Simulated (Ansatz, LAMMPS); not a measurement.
# An extra electron or hole in a frame of amorphous polyisobutylene (as short chains C22H46) from 640 K (136 atoms): runs compared

Aim: add and remove one electron in a frame of amorphous polyisobutylene (as short chains C22H46) from 640 K (136 atoms), with atoms held and relaxed, and read trapping energy and localisation.

Computed with Ansatz 0.2.0: Kohn-Sham DFT, PBE+D3(BJ), PAW (set soft_2), plane waves.

## 1. The cell as built

The cell holds 136 atoms: 44 C and 92 H. Cell: a = 11.429 Å, b = 11.429 Å, c = 11.429 Å, α = 90.0°, β = 90.0°, γ = 90.0°. 2 polyisobutylene chains of 5 units with methyl end groups placed at random, at 0.691 g/cm³; overlaps pushed apart, then 20 ps at 800 K with MMFF94 bonds, angles, torsions, charges and radii (Halgren, J. Comput. Chem. 17, 490 (1996)) in harmonic and 12-6 forms. Snapshot after 30 ps at 640 K and fixed volume.

Limits known from the start: The network of contacts between molecules at the start is that of the classical potential that made the cell, and needn't be the one that DFT or experiment would give. The Brillouin zone is sampled at Γ only, in a cell whose shortest periodic width is 11 Å.

## 2. The reference run

The reference is a single point at the end of the relaxation.

The charged cells start from the geometry of this run, on a uniform background, with spin and a narrow Fermi–Dirac smearing.

Its input, with most atom lines left out:

```yaml
crystal:
  lattice:
    - [11.42893, 0.0, 0.0]
    - [0.0, 11.42893, 0.0]
    - [0.0, 0.0, 11.42893]
  atoms:
    - { symbol: C, position: [0.05187, 0.58118, 0.91543] }
    - { symbol: C, position: [0.0016, 0.54351, 0.79713] }
    - { symbol: C, position: [0.91899, 0.43635, 0.79888] }
    - { symbol: C, position: [0.81369, 0.46234, 0.87929] }
    - { symbol: C, position: [0.98221, 0.32823, 0.84908] }
    - { symbol: C, position: [0.86424, 0.40943, 0.67659] }
    - { symbol: C, position: [0.93325, 0.3959, 0.55865] }
    [... atom lines 8 to 136 left out ...]
kpoints:
  mp_grid: { grid: [1, 1, 1] }
hamiltonian:
  xc: pbe
  dispersion: d3bj
scf:
  occupations: { method: fixed }
output:
  forces: true
  stress: true
  populations: intrinsic
  dos:
    method: { smearing: { sigma: 0.1 } }
    de: 0.1
    projected: { site_lists: { C: [C], H: [H] } }
  eigenvalues: true
  write_density: true
  write_potential: true
  volumetric_format: npy
  elf: true
```

| Property | Result |
| --- | --- |
| free energy per atom | -92.1278 eV/atom |
| r.m.s. force component | 0.01033 eV/Å |
| pressure | -0.3708 GPa |

Filled and empty levels are parted by 4.98 eV (at Γ alone); a semilocal functional tends to put such gaps too low. In a disordered cell it changes from sample to sample, and tail or defect levels can set it.

## 3. The runs

Each row is one run, on 4 threads of Intel Xeon Platinum 8259CL at 2.50GHz (Skylake/Cascade Lake), shared host. The free energy is the program's total, comparable only between runs with the same functional, potentials and atoms; between charge states it hangs on the program's zero of potential.

```csv
run,atoms,outcome,"ionic steps, all passes",free energy (eV),time,host memory (GiB)
Single point at the start,136,converged,-,-12519.595,6.5 s,1.4
Relaxation,136,converged,18,-12529.383,89 s,1.4
Single point at the relaxed geometry,136,converged,-,-12529.383,14 s,1.5
"An extra electron, atoms held",136,converged,-,-12527.038,45 s,2.5
"An extra electron, atoms relaxed",136,converged,2,-12527.042,35 s,2.4
"An extra electron, levels at the relaxed geometry",136,converged,-,-12527.042,40 s,2.5
Neutral at the geometry of the electron,136,converged,-,-12529.383,13 s,1.6
"An extra hole, atoms held",136,converged,-,-12526.677,42 s,2.5
"An extra hole, atoms relaxed",136,converged,5,-12526.821,92 s,2.4
"An extra hole, levels at the relaxed geometry",136,converged,-,-12526.821,48 s,2.5
Neutral at the geometry of the hole,136,converged,-,-12529.240,13 s,1.6
```

In some runs the program notes that the exchange-correlation potential is rough where the density is thin and starting moments were not kept.

## 4. Energies and spread of the extra charge

Energies are differences within one cell and functional; the shift is the gain plus the neutral cell's energy at the new geometry, that is how much cheaper the vertical process becomes there. The spread is the participation number of the site moments (1/Σw², over the spin inside atomic spheres), with the atom that holds the largest share and the spin that the spheres hold in all.

```csv
carrier,"charged less neutral, atoms held (eV)",gain on relaxing (eV),"neutral cell at that geometry, less the reference (eV)",shift of the vertical energy (eV),"spread, atoms held","spread, relaxed"
electron,2.345,0.003,0.000,0.004,-,-
hole,2.706,0.144,0.143,0.287,38; C83 5 % of 0.45 μB,34; C79 6 % of 0.45 μB
```

## 5. Outcome

The extra electron gains 0.0034 eV as the atoms relax: so small a gain shows no trapping at this level. The cell with the electron keeps a moment of only 0.00 μB where one unpaired electron should give 1 μB: the carrier is shared between both spins, which can hide trapping. The extra hole gains 0.14 eV as the atoms relax, and its spin goes from about 38 to 34 atoms: it stays spread out at this level. The hole is shared among 2 partly filled levels, as near-degenerate levels under the smearing give, and as self-interaction favours. With the atoms held, the spheres hold only 0.45 of the 1.00 μB, so the spread is read from a small part of the spin. Adding the two vertical energies gives 5.05 eV, against a gap of 4.98 eV in the neutral cell. The zero of the potential cancels in this sum; the excess isn't taken apart here: charging of a small cell, filling of bands on a coarse mesh and the attraction to the background can all enter.

**Limits.** Single energies of charged cells hang on the program's zero of potential. In the spin-polarised runs the search for a state of lower energy was switched off. No distortion was seeded, so a trapped state behind a barrier can't be found. Local and semilocal functionals favour spread-out charges, so trapping can be missed. The density was typed from a rule of thumb and may lie off the real one at this temperature. Charged cells carry a uniform background, with no correction for images.

The DFT runs together took 7.3 min of wall time.

[Logs are printed without paths, hosts, clocks, repeated set-up lines and the standing remarks that a program may print on its own settings, such as how far it seeks lower states.]

[Hosts, paths, dates, database ids (printed as entryN), source tags and the programs' standing remarks are cut or masked in the printed files.]

[The MMFF94 radii named for the starting cell were scaled by 0.96; in molecules described by MMFF94, hydrogen bound to N, O or S took a small fixed 12-6 site in their place.]
